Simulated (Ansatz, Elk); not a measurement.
## How far do independent atoms describe Ca2La?

Structure refinements treat a crystal as free atoms side by side. For a made-up structure of Ca2La (cell and positions from a PBE relaxation) the runs below show what the calculated density changes in F(hkl).

Calculated with Elk 11.2.3 (patched build); DFT, PBE, all-electron APW+lo, Dirac cores, scalar-relativistic bands, static density, no spin.

The structure was built from a prototype and need not be the compound's stable phase.

### Step 1. Set-up

It takes space group P-3m1 (No. 164, trigonal). The conventional cell has a = 6.143 Å, b = 6.143 Å, c = 3.671 Å, α = 90.00°, β = 90.00°, γ = 120.00°. Nearest to La lie 2 La at 3.67 Å and 6 Ca at 3.82 Å. Nearest to Ca lie 5 Ca at 3.64 to 3.67 Å and 3 La at 3.82 Å. Farther neighbours are not listed.

As a file:

```cif
data_structure
_symmetry_space_group_name_H-M 'P 1'
_symmetry_Int_Tables_number 1
_cell_length_a 6.1427
_cell_length_b 6.1427
_cell_length_c 3.6707
_cell_angle_alpha 90.000
_cell_angle_beta 90.000
_cell_angle_gamma 120.000
_cell_volume 119.95
loop_
_atom_site_label
_atom_site_type_symbol
_atom_site_fract_x
_atom_site_fract_y
_atom_site_fract_z
_atom_site_occupancy
La1 La 0.00000 0.00000 0.00000 1
Ca2 Ca 0.66667 0.33333 0.61198 1
Ca3 Ca 0.33333 0.66667 0.38802 1
```

### Step 2. Ground state and structure factors

An all-electron density is needed, since X-rays see the cores too. Task 0 finds the density and task 195 Fourier-transforms it; tshift is off so that phases refer to the origin typed.

File elk.in:

```
tasks
  0
  195

xctype
  20

spinpol
  .false.

rgkmax
  7.0

gmaxvr
  14.0

lmaxo
  7

lmaxapw
  8

swidth
  0.002

tshift
  .false.

hmaxvr
  5.5

maxscl
  120

epspot
  1e-06

sppath
  './'

avec
  11.60799343155 0.00000000000 0.00000000000
  -5.80399671577 10.05281719868 -0.00000000000
  0.00000000000 -0.00000000000 6.93666798077

atoms
  2
  'La.in'
  1
  -0.0000000000 -0.0000000000 -0.0000000000   0.000000 0.000000 0.000000
  'Ca.in'
  2
  0.6666666667 0.3333333333 0.6119828615   0.000000 0.000000 0.000000
  0.3333333333 0.6666666667 0.3880171385   0.000000 0.000000 0.000000

ngridk
  4 4 6
```

Run with:

```sh
OMP_NUM_THREADS=4 elk
```

Numbers of over 12 decimals in the logs are rounded to 6 here.

The program printed:

```text
┌─────────────────────────┐
│ Elk code version 11.2.3 │
└─────────────────────────┘

All units are atomic (Hartree, Bohr, etc.)

┌─────────────────────────────────────────────────┐
│ Ground-state run starting from atomic densities │
└─────────────────────────────────────────────────┘

Lattice vectors :
   11.60799343       0.000000000       0.000000000
  -5.803996716       10.05281720      -0.000000000
   0.000000000      -0.000000000       6.936667981

Reciprocal lattice vectors :
  0.5412809151      0.3125086820       0.000000000
  -0.000000000      0.6250173641       0.000000000
  -0.000000000       0.000000000      0.9057930010

Unit cell volume      :    809.4608465
Brillouin zone volume :   0.3064388037

Muffin-tin inner radius fraction :   0.1000000000E-01

Nuclei treated as point charges

Species : 1 (La)
 parameters loaded from : La.in
 name : lanthanum
 nuclear charge    :   -57.00000000
 electronic charge :    57.00000000
 atomic mass :    253209.2366
 muffin-tin radius :    2.800000000
 number of radial points in muffin-tin :   1393
 inner part over the whole radius :   0.9924947902E-02
 number on inner part of muffin-tin    :    996
 approximate nuclear radius :   0.9226798129E-04
 number of mesh points to nuclear radius :    505
 atomic positions (lattice), magnetic fields (Cartesian) :
  1 :   0.00000000  0.00000000  0.00000000    0.00000000  0.00000000  0.00000000

Species : 2 (Ca)
 parameters loaded from : Ca.in
 name : calcium
 nuclear charge    :   -20.00000000
 electronic charge :    20.00000000
 atomic mass :    73057.72475
 muffin-tin radius :    2.400000000
 number of radial points in muffin-tin :    993
 inner part over the whole radius :   0.9970789793E-02
 number on inner part of muffin-tin    :    698
 approximate nuclear radius :   0.6614485811E-04
 number of mesh points to nuclear radius :    321
 atomic positions (lattice), magnetic fields (Cartesian) :
  1 :  -0.33333333  0.33333333 -0.38801714    0.00000000  0.00000000  0.00000000
  2 :   0.33333333 -0.33333333  0.38801714    0.00000000  0.00000000  0.00000000

Total number of atoms per unit cell :    3
Total muffin-tin volume :    207.7639942
 ratio of muffin-tin to unit cell volume :   0.2566696031

Spin treatment :
 spin-unpolarised

Number of Bravais lattice symmetries :   24
Number of crystal symmetries         :   12
Crystal has inversion symmetry
Real symmetric eigensolver will be used

k-point grid :      4     4     6
k-point offset :    0.000000000       0.000000000       0.000000000
k-point set is reduced with full crystal symmetry group
Total number of k-points :       18

Muffin-tin radius times maximum |G+k| :    7.000000000
 using average radius
Maximum |G+k| for APW functions       :    2.763157895
Maximum (1/2)|G+k|²                   :    3.817520776
Maximum |G| for potential and density :    14.00000000
Constant for pseudocharge density :   10
 order of it for each species :   17  17
 order of it for pair densities of each species (exact exchange by exxq0 0: 18) :   12   8
Radial integration step length :    1

G-vector grid sizes :     54    54    32
Number of G-vectors :    37483

Maximum angular momentum used for
 APW functions            :    8
 outer part of muffin-tin :    7
 inner part of muffin-tin :    2

Total nuclear charge    :   -97.00000000
Total core charge       :    66.00000000
Total valence charge    :    31.00000000
Total excess charge     :    0.000000000
Total electronic charge :    97.00000000

Effective Wigner radius, rₛ :    1.258283498

Number of empty states         :     12
Total number of valence states :     28
Total number of core states    :     66

Third-order local-orbitals added for an l without core states : T
Total number of local-orbitals :     29

Exchange-correlation functional :     20     0     0
 Perdew-Burke-Ernzerhof, Phys. Rev. Lett. 77, 3865 (1996)
 gradient requirement :    1
 generalised gradient approximation (GGA)

Smearing type :    3
 Fermi-Dirac
Smearing width :   0.2000000000E-02
[...]
exchange                    :     -271.72491369113
 correlation                 :     -4.764602
 electron entropic           :    -0.15657483140754E-02
 total energy                :     -9859.4147607365

Density of states at Fermi energy :    119.9601250
 (states/Hartree/unit cell)

Estimated indirect band gap :   0.2169237201E-03
 from k-point 15 to k-point 14
Estimated direct band gap   :   0.9848871728E-02
 at k-point 13

Charges :
 core                        :    66.00000000
 valence                     :    31.00000000
 interstitial                :    6.124154536
 muffin-tins (core leakage)
  species : 1 (La)
   atom 1                    :    54.65240123     (  0.2202152758E-03)
  species : 2 (Ca)
   atom 1                    :    18.11172212     ( -0.1989928666E-06)
   atom 2                    :    18.11172212     ( -0.1989928666E-06)
 total in muffin-tins        :    90.87584546
 total calculated charge     :    96.99977023
 total charge                :    97.00000000
 error                       :   0.2297692295E-03

RMS change in Kohn-Sham potential (target) :   0.2424598939     (  0.1000000000E-05)
Absolute change in total energy (target)   :   0.4568617247     (  0.1000000000E-03)

[... loops 3 to 13 left out ...]

┌──────────────────┐
│ Loop number : 14 │
└──────────────────┘

Energies :
 Fermi                       :     0.168464
 sum of occupied eigenvalues :     -6046.6070006417
 electron kinetic            :      10464.964628139
 core electron kinetic       :      10321.630670525
 Coulomb                     :     -20047.031015445
 Coulomb potential           :     -16151.460064305
 nuclear-nuclear             :     -795.76009628544
 electron-nuclear            :     -22363.290750448
 Hartree                     :      3112.0198312880
 Madelung                    :     -11971.300983293
 xc potential                :     -360.11156447619
 exchange                    :     -271.61186259497
 correlation                 :     -4.762800
 electron entropic           :    -0.16092080579574E-02
 total energy                :     -9858.4426589684

Density of states at Fermi energy :    122.1769632
 (states/Hartree/unit cell)

Estimated indirect band gap :   0.1896716620E-02
 from k-point 15 to k-point 14
Estimated direct band gap   :   0.7111208186E-02
 at k-point 13

Charges :
 core                        :    66.00000000
 valence                     :    31.00000000
 interstitial                :    6.231982956
 muffin-tins (core leakage)
  species : 1 (La)
[...]
species : 2 (Ca)
[...]
total in muffin-tins        :    90.76801704
 total calculated charge     :    96.99977143
 total charge                :    97.00000000
 error                       :   0.2285651197E-03

RMS change in Kohn-Sham potential (target) :   0.7338527387E-06 (  0.1000000000E-05)
Absolute change in total energy (target)   :   0.3462389941E-05 (  0.1000000000E-03)

Convergence targets achieved

┌──────────────────┐
│ Loop number : 15 │
└──────────────────┘

Energies :
 Fermi                       :     0.168464
 sum of occupied eigenvalues :     -6046.6070109912
 electron kinetic            :      10464.964634371
 core electron kinetic       :      10321.630675152
 Coulomb                     :     -20047.031029844
 Coulomb potential           :     -16151.460049870
 nuclear-nuclear             :     -795.76009628544
 electron-nuclear            :     -22363.290794160
 Hartree                     :      3112.0198606014
 Madelung                    :     -11971.301004909
 xc potential                :     -360.11159549198
 exchange                    :     -271.61186301331
 correlation                 :     -4.762800
 electron entropic           :    -0.16092089177030E-02
 total energy                :     -9858.4426675687

Density of states at Fermi energy :    122.1770589
 (states/Hartree/unit cell)

Estimated indirect band gap :   0.1896706982E-02
 from k-point 15 to k-point 14
Estimated direct band gap   :   0.7111211649E-02
 at k-point 13

Charges :
 core                        :    66.00000000
 valence                     :    31.00000000
 interstitial                :    6.231982433
 muffin-tins (core leakage)
  species : 1 (La)
   atom 1                    :    54.52470585     (  0.2166455590E-03)
  species : 2 (Ca)
   atom 1                    :    18.12165586     ( -0.1988026970E-06)
   atom 2                    :    18.12165586     ( -0.1988026970E-06)
 total in muffin-tins        :    90.76801757
 total calculated charge     :    96.99977144
 total charge                :    97.00000000
 error                       :   0.2285647862E-03

┌──────────────────────────────┐
│ Self-consistent loop stopped │
└──────────────────────────────┘

Warning : core states of species 1 leak from the muffin-tin :   0.2166455590E-03

Wrote STATE.OUT
```

The job ended after 22 s (4 threads of Arm Neoverse V1, shared host; peak memory 0.17 GiB; 41 s of CPU time).

SFACRHO.OUT:

```text

h k l indices transformed by vhmat matrix:
   1.000000000       0.000000000       0.000000000    
   0.000000000       1.000000000       0.000000000    
   0.000000000       0.000000000       1.000000000    

      h      k      l  multipl.   |H|            Re(F)            Im(F)           |F|

      0      0      0      1   0.0000000       97.000000      0.28371414E-16   97.000000    
      0      1      0      6  0.62501736       34.981194      0.28083815E-14   34.981194    
      0      0     -1      2  0.90579300       24.688334      0.56167629E-14   24.688334    
     -1      2      0      6   1.0825618       78.368594     -0.13043797E-13   78.368594    
      1     -1      1      6   1.1005034       76.226060      0.11935621E-13   76.226060    
      0      1     -1      6   1.1005034       41.954290      0.28083815E-14   41.954290    
      2     -2      0      6   1.2500347       31.358692     -0.12637717E-13   31.358692    
      1     -2      1     12   1.4115244       23.075563     -0.18254480E-13   23.075563    
      0      2     -1      6   1.5437123       68.700990     -0.11233526E-13   68.700990    
     -2      0      1      6   1.5437123       38.384932     -0.28083815E-14   38.384932    
      3     -1      0     12   1.6536405       29.107967      -0.0000000       29.107967    
      0      0     -2      2   1.8115860       44.777636     -0.42125722E-14   44.777636    
      0     -3      0      6   1.8750521       64.559401      0.59354998E-15   64.559401    
      2      1     -1     12   1.8854676       63.003497     -0.49146676E-14   63.003497    
     -3      1     -1     12   1.8854676       35.805423     -0.14041907E-14   35.805423    
     -1      1      2      6   1.9163743       58.453600     -0.14041907E-14   58.453600    
     -1      0      2      6   1.9163743       17.361438     -0.15446098E-13   17.361438    
     -3      3     -1      6   2.0823740       21.113000      -0.0000000       21.113000
```

Elk indexes on the primitive cell of elk.in and gives |H| = 4π sin θ/λ in inverse bohr. Below, one row stands for each form hkl of the conventional cell (m members, Friedel mates merged), F is for one primitive cell and the density is static (no thermal factor). Free-atom factors are Waasmaier and Kirfel's, and R is Σm||F|−|F'||/Σm|F|.

| hkl | m | sin θ/λ (Å⁻¹) | abs F, DFT | neutral atoms | diff. |
| --- | --- | --- | --- | --- | --- |
| 100 | 6 | 0.094 | 34.981 | 34.857 | +0.124 |
| 001 | 2 | 0.136 | 24.688 | 24.842 | -0.153 |
| 110 | 6 | 0.163 | 78.369 | 78.368 | +0.001 |
| 011 | 6 | 0.166 | 76.226 | 76.248 | -0.022 |
| 101 | 6 | 0.166 | 41.954 | 42.023 | -0.068 |
| 200 | 6 | 0.188 | 31.359 | 31.370 | -0.011 |
| 111 | 12 | 0.212 | 23.076 | 23.125 | -0.049 |
| 201 | 6 | 0.232 | 68.701 | 68.460 | +0.241 |
| 021 | 6 | 0.232 | 38.385 | 38.354 | +0.031 |
| 210 | 12 | 0.249 | 29.108 | 29.147 | -0.039 |
| 002 | 2 | 0.272 | 44.778 | 44.766 | +0.011 |
| 300 | 6 | 0.282 | 64.559 | 64.479 | +0.081 |
| 121 | 12 | 0.283 | 63.004 | 62.897 | +0.106 |
| 211 | 12 | 0.283 | 35.805 | 35.762 | +0.043 |

### Step 3. Summary of results

| Quantity | Value |
| --- | --- |
| R against neutral atoms, sin θ/λ < 0.3 Å⁻¹ | 0.14 % |
| R against neutral atoms, 0.3 to 0.70 Å⁻¹ | 0.10 % |

In words: Independent neutral atoms miss the calculated amplitudes by R = 0.14 % below 0.3 Å⁻¹ and 0.10 % from there to 0.70 Å⁻¹; by shells, 0.40 % below 0.15 Å⁻¹ (2 forms), 0.13 % 0.15 to 0.3 (14 forms), 0.05 % 0.3 to 0.45 (30 forms), 0.12 % above 0.45 (103 forms). Bonding, aspherical density and the tables' own atoms all enter these figures, and the runs don't part them. The largest change of an amplitude is +0.24 electrons, at 201. The basis has no finished test. The k-mesh has no finished test. Part of the difference isn't bonding: the tables are fits to free atoms and ions calculated by other methods than this functional. Thermal motion, anomalous dispersion and extinction are left out.

[Logs are printed without paths, hosts, clocks, repeated set-up lines and the standing remarks that a program may print on its own settings, such as how far it seeks lower states.]

[Hosts, paths, dates, database ids (printed as entryN), source tags and the programs' standing remarks are cut or masked in the printed files.]
